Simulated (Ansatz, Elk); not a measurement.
# YGa3Fe2: X-ray structure factors from the self-consistent density, part 2 of 2

Structure refinements treat a crystal as free atoms side by side. For a made-up structure of YGa3Fe2 (cell and positions from a PBEsol relaxation) the runs below show what the calculated density changes in F(hkl).

Elk 11.2.3 (patched build); all-electron DFT.

So far: Starting point; Ground state and structure factors; The magnetisation density.

The structure was built from a prototype and need not be the compound's stable phase.

## Step 4: The highest occupied states alone

Level of this step: DFT, PBE, all-electron APW+lo, Dirac cores, scalar-relativistic bands, static density, ferromagnetic start (Elk).

An energy window below the Fermi level keeps the highest occupied states, to see at which angles they scatter; shallow core shells can lie inside it and anion s states outside. No new self-consistency is needed.

elk.in

```
tasks
  195

xctype
  20

spinpol
  .true.

rgkmax
  7.0

gmaxvr
  14.0

lmaxo
  7

lmaxapw
  8

swidth
  0.002

tshift
  .false.

ramdisk
  .false.

hmaxvr
  5.5

maxscl
  120

epspot
  1e-06

reducebf
  0.8

wsfac
  -0.129950 0.611040

sppath
  './'

avec
  9.82290334351 0.00000000000 -0.00000000000
  -4.91145167175 8.50688383440 -0.00000000000
  -0.00000000000 -0.00000000000 7.48814844004

atoms
  3
  'Y.in'
  1
  -0.0000000000 -0.0000000000 0.0000000000   0.000000 0.000000 0.000000
  'Ga.in'
  3
  -0.0000000000 0.5000000000 0.5000000000   0.000000 0.000000 0.000000
  0.5000000000 0.5000000000 0.5000000000   0.000000 0.000000 0.000000
  0.5000000000 0.0000000000 0.5000000000   0.000000 0.000000 0.000000
  'Fe.in'
  2
  0.6666666667 0.3333333333 -0.0000000000   0.000000 0.000000 -0.085000
  0.3333333333 0.6666666667 0.0000000000   0.000000 0.000000 -0.085000

ngridk
  4 4 5
```

On the command line:

```
OMP_NUM_THREADS=4 elk
```

Numbers of over 12 decimals in the logs are rounded to 6 here.

What it wrote:

```text
┌─────────────────────────────────┐
│ Elk code version 11.2.3 started │
└─────────────────────────────────┘

Info(readinput): the functional depends on the density's gradient
 muffin-tin radial points multiplied by    2.00000
 (not where nrmtscf is given)

┌────────────────────┐
│ Current task : 195 │
└────────────────────┘
Info(checkmt): changed muffin-tin radius of species 2 (Ga) from   2.4000 to   2.3233
Info(checkmt): changed muffin-tin radius of species 3 (Fe) from   2.4000 to   2.3233

Info(sfacrho): density structure factors written to SFACRHO.OUT

 Energy window :  -0.1299500000      0.6110400000

┌──────────────────┐
│ Elk code stopped │
└──────────────────┘
```

Elapsed: 15 s, on 4 threads of Arm Neoverse V1, shared host; peak memory 0.24 GiB; 19 s of CPU time.

States within 12 eV below the Fermi level hold 28.00 electrons; any levels below the window count with the cores. Their amplitudes can exceed the total, where window and core parts have opposite phase:

```tsv
hkl	sin θ/λ (Å⁻¹)	abs F, window	abs F, all
100	0.111	6.852	17.053
001	0.126	8.621	3.007
101	0.168	3.855	36.867
110	0.192	7.825	46.370
200	0.222	3.038	82.457
111	0.230	6.908	90.815
002	0.252	5.935	133.271
201	0.256	2.945	58.262
102	0.276	2.485	11.958
210	0.294	2.373	11.598
```

## Step 5: Another functional

The difference from free atoms is small, so it is set against the change that PBEsol makes.

elk.in: that of step 4 with these lines changed.

```diff
@@ -1,6 +1,8 @@
 tasks
+  0
   195
+  196
 
 xctype
-  20
+  22
 
@@ -42,5 +44,2 @@
 
-wsfac
-  -0.129950 0.611040
-
 sppath
```

On the command line:

```
OMP_NUM_THREADS=4 elk
```

What it wrote:

```text
┌─────────────────────────┐
│ Elk code version 11.2.3 │
└─────────────────────────┘

All units are atomic (Hartree, Bohr, etc.)

┌─────────────────────────────────────────────────┐
│ Ground-state run starting from atomic densities │
└─────────────────────────────────────────────────┘

Lattice vectors :
   9.822903344       0.000000000      -0.000000000
  -4.911451672       8.506883834      -0.000000000
  -0.000000000      -0.000000000       7.488148440

Reciprocal lattice vectors :
  0.6396464556      0.3693000533       0.000000000
[...]
total charge                :    184.0000000
 error                       :   0.3729795142E-02

Moments :
 interstitial                :   0.5304230491E-01
 muffin-tins
  species : 1 (Y)
[...]
species : 2 (Ga)
[...]
species : 3 (Fe)
   atom 1                    :    1.468355596
   atom 2                    :    1.468355596
 total in muffin-tins        :    2.817432275
 total moment                :    2.870474580

┌──────────────────────────────┐
│ Self-consistent loop stopped │
└──────────────────────────────┘

Warning : core states of species 2 leak from the muffin-tin :   0.1164607574E-02

Wrote STATE.OUT
[key lines of the parts left out:]
total energy                :     -11755.057755247
```

It took 3.9 min on 4 threads; peak memory 0.58 GiB.

Against the first run R = 0.03 %; the largest change is -0.042 at 220. The moment goes from 2.96 to 2.87 μB.

## Step 6: Basis size

A smaller basis shows how fast F responds to it; the change is likely larger than the basis error of the first run, but doesn't show convergence.

elk.in: that of step 5 with these lines changed.

```diff
@@ -6,3 +6,3 @@
 xctype
-  22
+  20
 
@@ -12,3 +12,3 @@
 rgkmax
-  7.0
+  5.5
```

On the command line:

```
OMP_NUM_THREADS=4 elk
```

What it wrote:

```text
┌─────────────────────────┐
│ Elk code version 11.2.3 │
└─────────────────────────┘

All units are atomic (Hartree, Bohr, etc.)

┌─────────────────────────────────────────────────┐
│ Ground-state run starting from atomic densities │
└─────────────────────────────────────────────────┘

Lattice vectors :
   9.822903344       0.000000000      -0.000000000
  -4.911451672       8.506883834      -0.000000000
  -0.000000000      -0.000000000       7.488148440

Reciprocal lattice vectors :
  0.6396464556      0.3693000533       0.000000000
[...]
Moments :
 interstitial                :   0.7636307281E-01
 muffin-tins
  species : 1 (Y)
[...]
species : 2 (Ga)
[...]
species : 3 (Fe)
   atom 1                    :    1.587757813
   atom 2                    :    1.587757813
 total in muffin-tins        :    3.055205048
 total moment                :    3.131568121

┌──────────────────────────────┐
│ Self-consistent loop stopped │
└──────────────────────────────┘

Warning : the lowest level lies among the core levels :   -2.924378542      -3.115873325

Warning : core states of species 2 leak from the muffin-tin :   0.1158542563E-02

Wrote STATE.OUT
[key lines of the parts left out:]
total energy                :     -11763.506694557
```

It took 4.4 min on 4 threads; peak memory 0.57 GiB.

Against the first run R = 0.04 %; the largest change is +0.133 at 220. The moment goes from 2.96 to 3.13 μB.

## Step 7: Settings against the effect

```tsv
run	R against the first run (%)	R against neutral atoms, low angle (%)	wall time
PBE, rgkmax 7	0.00	0.85	4.1 min
PBEsol	0.03	0.87	3.9 min
rgkmax 5.5	0.04	0.85	4.4 min
```

## Step 8: Summary of results

| Property | Result |
| --- | --- |
| R against neutral atoms, sin θ/λ < 0.3 Å⁻¹ | 0.85 % |
| R against neutral atoms, 0.3 to 0.82 Å⁻¹ | 0.22 % |

In words: Independent neutral atoms miss the calculated amplitudes by R = 0.85 % below 0.3 Å⁻¹ and 0.22 % from there to 0.82 Å⁻¹; by shells, 2.83 % below 0.15 Å⁻¹ (2 forms), 0.79 % 0.15 to 0.3 (8 forms), 0.21 % 0.3 to 0.45 (16 forms), 0.22 % above 0.45 (91 forms). Bonding, aspherical density and the tables' own atoms all enter these figures, and the runs don't part them. The largest change of an amplitude is -1.03 electrons, at 002. Weak lines can change much in proportion: 001 goes from 3.61 to 3.01. The relaxation gave a moment of 3.44 μB against 2.96 μB here, so the moment isn't settled. The magnetic order is that of the start. No other order was tried here, and an antiferromagnetic one would change or move the magnetic intensity. The window's part falls from 28.0 electrons at the origin to at most 2.37 between 0.45 and 0.82 Å⁻¹, where compact states inside the window still scatter. Below 0.3 Å⁻¹ the changes that finished (PBEsol and rgkmax 5.5) move F by R = 0.05 % at most, against the 0.85 % that separates it from free atoms. The magnetic factors move by R = 2.8 % (PBEsol) and 6.5 % (rgkmax 5.5), so they aren't settled to better than that. The k-mesh has no finished test. Part of the difference isn't bonding: the tables are fits to free atoms and ions calculated by other methods than this functional. Thermal motion, anomalous dispersion and extinction are left out.

[Logs are printed without paths, hosts, clocks, repeated set-up lines and the standing remarks that a program may print on its own settings, such as how far it seeks lower states.]

[Hosts, paths, dates, database ids (printed as entryN), source tags and the programs' standing remarks are cut or masked in the printed files.]
